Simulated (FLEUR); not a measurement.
**MnS: orders along a scan of the volume**

Wanted: the trend of the moments of MnS with the volume.

Calculated with FLEUR MaX-R8.1; PBE with U = 4 eV on Mn d; all-electron FLAPW, Dirac cores, scalar-relativistic bands.

The database entry behind the starting cell differs from later determinations by our own check (an axis about 0.2 % short against later determinations), so it need not match the best structure at ambient conditions.

**1. The starting structure**

Symmetry: Fm-3m, No. 225, cubic system. Conventional cell: a = 5.209 Å, b = 5.209 Å, c = 5.209 Å, α = 90.00°, β = 90.00°, γ = 90.00°. Nearest to Mn lie 6 S at 2.60 Å. Nearest to S lie 6 Mn at 2.60 Å. Farther neighbours and most contacts between anions are not listed.

Coordinates:

```cif
data_structure
_symmetry_space_group_name_H-M 'P 1'
_symmetry_Int_Tables_number 1
_cell_length_a 3.6833
_cell_length_b 3.6833
_cell_length_c 3.6833
_cell_angle_alpha 60.000
_cell_angle_beta 60.000
_cell_angle_gamma 60.000
_cell_volume 35.33
loop_
_atom_site_label
_atom_site_type_symbol
_atom_site_fract_x
_atom_site_fract_y
_atom_site_fract_z
_atom_site_occupancy
Mn1 Mn 0.00000 0.00000 0.00000 1
S2 S 0.50000 0.50000 0.50000 1
```

**2. Factor 1, start ferro +**

The scan starts at the cell as given. A Hubbard U acts on the open shell, since semilocal functionals spread its electrons too much.

All lengths change alike; the factor is that of the volume. Atoms keep their fractional places. Spheres, Kmax and the mesh are the same at all points, the spheres being those of the tightest cell. inpgen writes inp.xml from crystal.txt; cutoffs, mixing, functional, smearing and local orbitals are then set in the file. The k list default-1 (kpts.xml, not shown) is a Γ-centred 8×8×8 mesh; where the ranks do not divide the number of points, some are split in two of half the weight.

inp.xml reads:

```
<?xml version="1.0" encoding="UTF-8" standalone="no"?>
<fleurInput fleurInputVersion="0.39">
   <comment>
      MnS
   </comment>
   <calculationSetup>
      <cutoffs Kmax="4.12" Gmax="12.4" GmaxXC="12.4" numbands="0"/>
      <scfLoop itmax="110" minDistance="0.0001" maxIterBroyd="15" imix="Anderson" alpha="0.05" precondParam="0.0" spinf="2.0" sdNocoIR="T"/>
      <coreElectrons ctail="T" frcor="F" kcrel="0" coretail_lmax="0"/>
      <xcFunctional name="pbe" relativisticCorrections="F"/>
      <magnetism jspins="2"/>
      <soc l_soc="F" theta="0.0" phi="0.0" spav="F"/>
      <expertModes spex="0" secvar="F"/>
      <geometryOptimization l_f="F" forcealpha="1.0" forcemix="BFGS" epsdisp="0.00001" epsforce="0.00001"/>
      <ldaU l_linMix="F" mixParam="0.05" spinf="1.0"/>
   </calculationSetup>
   <cell>
      <bzIntegration valenceElectrons="21.0" mode="hist" fermiSmearingEnergy="0.00183747">
         <kPointListSelection listName="default-1"/>
         <xi:include xmlns:xi="http://www.w3.org/2001/XInclude" href="kpts.xml"> </xi:include>
      </bzIntegration>
      <xi:include xmlns:xi="http://www.w3.org/2001/XInclude" href="sym.xml"> </xi:include>
      <bulkLattice scale="1.0">
         <bravaisMatrix>
            <row-1>    0.0000000000000000     4.9217916915206992     4.9217916915206992</row-1>
            <row-2>    4.9217916915206992     0.0000000000000000     4.9217916915206992</row-2>
            <row-3>    4.9217916915206992     4.9217916915206992     0.0000000000000000</row-3>
         </bravaisMatrix>
      </bulkLattice>
   </cell>
   <atomSpecies>
      <species name="Manganese 4.500" element="Mn" atomicNumber="25">
         <mtSphere radius="2.78" gridPoints="919" logIncrement="0.013"/>
         <atomicCutoffs lmax="10" lnonsphr="8"/>
         <electronConfig flipSpins="F">
            <coreConfig>(1s1/2) (2s1/2) (2p1/2) (2p3/2)</coreConfig>
            <valenceConfig>(3s1/2) (3p1/2) (3p3/2) (4s1/2) (3d3/2) (3d5/2)</valenceConfig>
            <stateOccupation state="(3d3/2)" spinUp="1.75" spinDown="0.25"/>
            <stateOccupation state="(3d5/2)" spinUp="3.0" spinDown="0.0"/>
         </electronConfig>
         <energyParameters s="4" p="4" d="3" f="4"/>
         <ldaU l="2" U="4.0" J="0.0" l_amf="F"/>
         <lo type="SCLO" l="0" n="3" eDeriv="0"/>
         <lo type="SCLO" l="1" n="3" eDeriv="0"/>
      </species>
      <species name="Sulfur (S)" element="S" atomicNumber="16">
         <mtSphere radius="1.82" gridPoints="603" logIncrement="0.019"/>
         <atomicCutoffs lmax="8" lnonsphr="6"/>
         <electronConfig flipSpins="F">
            <coreConfig>(1s1/2) (2s1/2) (2p1/2) (2p3/2)</coreConfig>
            <valenceConfig>(3s1/2) (3p1/2) (3p3/2)</valenceConfig>
            <stateOccupation state="(3p1/2)" spinUp="0.666667" spinDown="0.666667"/>
            <stateOccupation state="(3p3/2)" spinUp="1.333333" spinDown="1.333333"/>
         </electronConfig>
         <energyParameters s="3" p="3" d="3" f="4"/>
      </species>
   </atomSpecies>
   <atomGroups>
      <atomGroup species="Manganese 4.500">
         <relPos label="                   1">.0000000000 .0000000000 .0000000000</relPos>
         <force calculate="T" relaxXYZ="TTT"/>
      </atomGroup>
      <atomGroup species="Sulfur (S)">
         <relPos label="                   2">1.000/2.000 1.000/2.000 1.000/2.000</relPos>
         <force calculate="T" relaxXYZ="TTT"/>
      </atomGroup>
   </atomGroups>
   <output dos="F" band="F" slice="F">
      <bandDOS minEnergy="-.5*Htr" maxEnergy="0.5*Htr" sigma="0.015" storeEVData="T"/>
      <plotting iplot="0" polar="F">
         <plot TwoD="T" vec1="  1.0  0.0  0.0" vec2="  0.0  1.0  0.0" vec3="  0.0  0.0  1.0" zero="  0.0  0.0  0.0" file="plot"/>
      </plotting>
      <moessbauerParams electricFieldGradient="F" isomerShift="F" coreHyperfine="F" valenceHyperfine="F"/>
   </output>
</fleurInput>
```

crystal.txt reads:

```
MnS
&input film=F cartesian=F /
0.00000000000  2.60450000000  2.60450000000
2.60450000000  0.00000000000  2.60450000000
2.60450000000  2.60450000000  0.00000000000
1.8897261246
1.0 1.0 1.0

2
25 0.00000000000  0.00000000000  0.00000000000 : 4.500
16 0.50000000000  0.50000000000  0.50000000000

&kpt div1=8 div2=8 div3=8 gamma=T /
```

Command:

```console
$ OMP_NUM_THREADS=1 inpgen -f crystal.txt > inpgen.log  # inp.xml is then edited as shown
$ OMP_NUM_THREADS=1 mpirun -n 8 fleur_MPI > fleur.log
```

Output:

```text
Welcome to FLEUR        (www.flapw.de)
      MaX-Release 8.1          (www.max-centre.eu)

 ========== k-point set info ==========
 Selected k-point list: default-1
 k-point list type: mesh
 0 x 0 x 0
 Number of k points: 32

 ------------Calculation Setup---------------------------
 Number of MPI-tasks      :            8
 Number of PE/node        :            8
 Number of OMP-threads    :            1
 k-points in parallel     :            8
 pe's per k-point         :            1
 No of k-point loops      :            4
 Eigenvalue solver        :       lapack
 Number of basis functions:          307
 Approximate size of matrices (H+S) per k-point:         0.001 GB
 --------------------------------------------------------
 no density matrix found ... skipping LDA+U
 Reset of history
 Iteration:     1   Distance:       6.81685856 me/bohr^3
 Iteration:     2   Distance:       7.27854104 me/bohr^3
 Iteration:     3   Distance:       6.73416985 me/bohr^3
 Iteration:     4   Distance:       3.85888661 me/bohr^3
 Iteration:     5   Distance:       1.85822536 me/bohr^3
 Iteration:     6   Distance:       1.46578097 me/bohr^3
 Iteration:     7   Distance:       0.31726532 me/bohr^3
 Iteration:     8   Distance:       0.24477694 me/bohr^3
 Iteration:     9   Distance:       0.02794293 me/bohr^3
 Iteration:    10   Distance:       0.02520988 me/bohr^3
 Iteration:    11   Distance:       0.00465569 me/bohr^3
 Iteration:    12   Distance:       0.00358242 me/bohr^3
 Iteration:    13   Distance:       0.00053949 me/bohr^3
 Iteration:    14   Distance:       0.00016451 me/bohr^3
 Iteration:    15   Distance:       0.00008677 me/bohr^3

 ********************************************************************
 Run finished successfully
 Stop message:
   all done
 ********************************************************************

--- out.xml (last complete iteration) ---
<iteration numberForCurrentRun="   15" overallNumber="   15">
         [... left out ...]
         <bandgap value="0.8073481709" units="eV"/>
         <sumValenceSingleParticleEnergies value="-13.4795633841" units="Htr"/>
         <FermiEnergy value="0.2639815834" units="Htr"/>
         <valenceDensity>
            <mtCharges spin="1">
               <mtCharge atomType="1" total="9.5031535" s="1.2413299" p="3.2783117" d="4.9311909" f="0.0401748"/>
               <mtCharge atomType="2" total="1.7001902" s="0.5970077" p="1.0875368" d="0.0144716" f="0.0010021"/>
            </mtCharges>
            <mtCharges spin="2">
               <mtCharge atomType="1" total="4.7447660" s="1.1698717" p="3.2206993" d="0.3080994" f="0.0345256"/>
               <mtCharge atomType="2" total="1.6157529" s="0.5798936" p="1.0321381" d="0.0034874" f="0.0002113"/>
            </mtCharges>
            <spinDependentCharge spin="1" total="13.0000000" interstitial="1.7966563" mtSpheres="11.2033437"/>
            <spinDependentCharge spin="2" total="8.0000000" interstitial="1.6394811" mtSpheres="6.3605189"/>
            <totalCharge value="21.0000000000"/>
         </valenceDensity>
         [... left out ...]
         <magneticMomentsInMTSpheres units="muBohr">
            <globalMagMoment atomType="1" vec="0.00000   0.00000   4.75839"/>
            <localMagMoment atomType="1" vec="0.00000   0.00000   4.75839"/>
            <globalMagMoment atomType="2" vec="0.00000   0.00000   0.08444"/>
            <localMagMoment atomType="2" vec="0.00000   0.00000   0.08444"/>
         </magneticMomentsInMTSpheres>
         [... left out ...]
         <totalEnergy value="    -1557.8557763399" units="Htr">
            <sumOfEigenvalues value="     -896.2578572178">
               <coreElectrons value="-882.7782938337"/>
               <valenceElectrons value="-13.4795633841"/>
            </sumOfEigenvalues>
            <densityCoulombPotentialIntegral value="-2369.0944747986"/>
            <densityEffectivePotentialIntegral value="-2470.2909264245"/>
            <chargeDenXCDenIntegral value="-78.0878614388"/>
            <FockExchangeEnergyValence value="0.0000000000"/>
            <FockExchangeEnergyCore value="0.0000000000"/>
         [... left out ...]
            <dftUCorrection value="-0.3597841209"/>
            <tkbTimesEntropy value="0.0000000000"/>
            <freeEnergy value="-1557.8557763399"/>
            <extrapolationTo0K value="-1557.8557763399"/>
         </totalEnergy>
         [... left out ...]
         <ldaUDensityMatrixConvergence>
            <distance spin="1" distance="0.000000"/>
            <distance spin="2" distance="0.000002"/>
         </ldaUDensityMatrixConvergence>
         <densityConvergence units="me/bohr^3">
            <chargeDensity spin="1" distance="0.0000291970"/>
            <chargeDensity spin="2" distance="0.0000765423"/>
            <overallChargeDensity distance="0.0000767736"/>
            <spinDensity distance="0.0000867652"/>
         </densityConvergence>
      </iteration>
```

Wall time 9.2 s (8 MPI ranks of Arm Neoverse V2, shared host); peak memory 0.42 GiB.

Read from the output:

```
free energy                                                       : -42391.4152 eV
program's band gap on this mesh (in a metal only a level spacing) : 0.8073 eV
magnetization                                                     : 5 μB
final state                                                       : ferromagnetic
largest moment                                                    : 4.758 μB
```

After 15 cycles the largest moment stands at 4.76 μB.

**3. Factor 1, start antiferro q=(0,0,1/2) +-**

The k list default-1 (kpts.xml, not shown) is a Γ-centred 8×8×4 mesh.

inp.xml, as its differences from that of step 2:

```diff
@@ -17,3 +17,3 @@
    <cell>
-      <bzIntegration valenceElectrons="21.0" mode="hist" fermiSmearingEnergy="0.00183747">
+      <bzIntegration valenceElectrons="42.0" mode="hist" fermiSmearingEnergy="0.00183747">
          <kPointListSelection listName="default-1"/>
@@ -26,3 +26,3 @@
             <row-2>    4.9217916915206992     0.0000000000000000     4.9217916915206992</row-2>
-            <row-3>    4.9217916915206992     4.9217916915206992     0.0000000000000000</row-3>
+            <row-3>    9.8435833830413983     9.8435833830413983     0.0000000000000000</row-3>
          </bravaisMatrix>
@@ -39,2 +39,16 @@
             <stateOccupation state="(3d5/2)" spinUp="3.0" spinDown="0.0"/>
+         </electronConfig>
+         <energyParameters s="4" p="4" d="3" f="4"/>
+         <ldaU l="2" U="4.0" J="0.0" l_amf="F"/>
+         <lo type="SCLO" l="0" n="3" eDeriv="0"/>
+         <lo type="SCLO" l="1" n="3" eDeriv="0"/>
+      </species>
+      <species name="Manganese -4.500" element="Mn" atomicNumber="25">
+         <mtSphere radius="2.78" gridPoints="919" logIncrement="0.013"/>
+         <atomicCutoffs lmax="10" lnonsphr="8"/>
+         <electronConfig flipSpins="F">
+            <coreConfig>(1s1/2) (2s1/2) (2p1/2) (2p3/2)</coreConfig>
+            <valenceConfig>(3s1/2) (3p1/2) (3p3/2) (4s1/2) (3d3/2) (3d5/2)</valenceConfig>
+            <stateOccupation state="(3d3/2)" spinUp="0.25" spinDown="1.75"/>
+            <stateOccupation state="(3d5/2)" spinUp="0.0" spinDown="3.0"/>
          </electronConfig>
@@ -62,4 +76,9 @@
       </atomGroup>
+      <atomGroup species="Manganese -4.500">
+         <relPos label="                   2">.0000000000 .0000000000 1.000/2.000</relPos>
+         <force calculate="T" relaxXYZ="TTT"/>
+      </atomGroup>
       <atomGroup species="Sulfur (S)">
-         <relPos label="                   2">1.000/2.000 1.000/2.000 1.000/2.000</relPos>
+         <relPos label="                   3">1.000/2.000 1.000/2.000 1.000/4.000</relPos>
+         <relPos label="                   4">1.000/2.000 1.000/2.000 -1.000/4.000</relPos>
          <force calculate="T" relaxXYZ="TTT"/>
```

crystal.txt reads:

```
MnS
&input film=F cartesian=F /
0.00000000000  2.60450000000  2.60450000000
2.60450000000  0.00000000000  2.60450000000
5.20900000000  5.20900000000  0.00000000000
1.8897261246
1.0 1.0 1.0

4
25 0.00000000000  0.00000000000  0.00000000000 : 4.500
25 0.00000000000  0.00000000000  0.50000000000 : -4.500
16 0.50000000000  0.50000000000  0.25000000000
16 0.50000000000  0.50000000000  0.75000000000

&kpt div1=8 div2=8 div3=4 gamma=T /
```

Output:

```text
[banner, memory and clock lines left out]
Welcome to FLEUR        (www.flapw.de)
      MaX-Release 8.1          (www.max-centre.eu)

 ========== k-point set info ==========
 Selected k-point list: default-1
 k-point list type: mesh
 0 x 0 x 0
 Number of k points: 80

 [... set-up left out ...]
 no density matrix found ... skipping LDA+U
 Reset of history
 Iteration:     1   Distance:       7.31001763 me/bohr^3
 Iteration:     2   Distance:       7.23017308 me/bohr^3
 Iteration:     3   Distance:       6.67094603 me/bohr^3
 Iteration:     4   Distance:       3.68267822 me/bohr^3
 Iteration:     5   Distance:       2.16059082 me/bohr^3
 Iteration:     6   Distance:       1.51422613 me/bohr^3
 Iteration:     7   Distance:       0.38168256 me/bohr^3
 Iteration:     8   Distance:       0.25049857 me/bohr^3
 Iteration:     9   Distance:       0.05202007 me/bohr^3
 Iteration:    10   Distance:       0.04487641 me/bohr^3
 Iteration:    11   Distance:       0.00721163 me/bohr^3
 Iteration:    12   Distance:       0.00552141 me/bohr^3
 Iteration:    13   Distance:       0.00223542 me/bohr^3
 Iteration:    14   Distance:       0.00049556 me/bohr^3
 Iteration:    15   Distance:       0.00013990 me/bohr^3
 Iteration:    16   Distance:       0.00003001 me/bohr^3

 ********************************************************************
 Run finished successfully
 Stop message:
   all done
 ********************************************************************

--- out.xml (last complete iteration) ---
<iteration numberForCurrentRun="   16" overallNumber="   16">
         [... left out ...]
         <bandgap value="2.3310421802" units="eV"/>
         <sumValenceSingleParticleEnergies value="-26.9091857358" units="Htr"/>
         <FermiEnergy value="0.2424501276" units="Htr"/>
         [... left out ...]
         <magneticMomentsInMTSpheres units="muBohr">
            <globalMagMoment atomType="1" vec="0.00000   0.00000   4.63388"/>
            <globalMagMoment atomType="2" vec="0.00000   0.00000  -4.63388"/>
            <globalMagMoment atomType="3" vec="0.00000   0.00000   0.00000"/>
         </magneticMomentsInMTSpheres>
         [... left out ...]
         <totalEnergy value="    -3115.7151325939" units="Htr">
            <sumOfEigenvalues value="    -1792.4741801056">
               <coreElectrons value="-1765.5649943698"/>
               <valenceElectrons value="-26.9091857358"/>
            </sumOfEigenvalues>
         [... left out ...]
            <freeEnergy value="-3115.7151325939"/>
            <extrapolationTo0K value="-3115.7151325939"/>
         </totalEnergy>
         [... left out ...]
         <ldaUDensityMatrixConvergence>
            <distance spin="1" distance="0.000002"/>
            <distance spin="2" distance="0.000002"/>
         </ldaUDensityMatrixConvergence>
         <densityConvergence units="me/bohr^3">
            <chargeDensity spin="1" distance="0.0000206678"/>
            <chargeDensity spin="2" distance="0.0000206783"/>
            <overallChargeDensity distance="0.0000300148"/>
            <spinDensity distance="0.0000284362"/>
         </densityConvergence>
      </iteration>
```

It took 55 s on 8 MPI ranks; peak memory 0.78 GiB.

Spin moment in the muffin-tin sphere by atom:

```csv
atom,spin moment in the muffin-tin sphere (μB)
Mn1,4.63
Mn2,-4.63
S3,0.00
S4,0.00
```

Read from the output:

* free energy: -84782.9279 eV
* program's band gap on this mesh (in a metal only a level spacing): 2.331 eV
* magnetization: 0 μB
* final state: antiferromagnetic

After 16 cycles the largest moment stands at 4.63 μB.

(Part 1 of 2 ends here.)

[Logs and program files are shortened in this print: banners, set-up blocks, solver, clock and traceback lines can be left out without a mark of their own.]

[Logs are printed without paths, hosts, clocks, repeated set-up lines and the standing remarks that a program may print on its own settings, such as how far it seeks lower states.]

[Hosts, paths, dates, database ids (printed as entryN), source tags and the programs' standing remarks are cut or masked in the printed files.]

[Where a cell is said to come from a database of computed structures, the database is the Materials Project.]
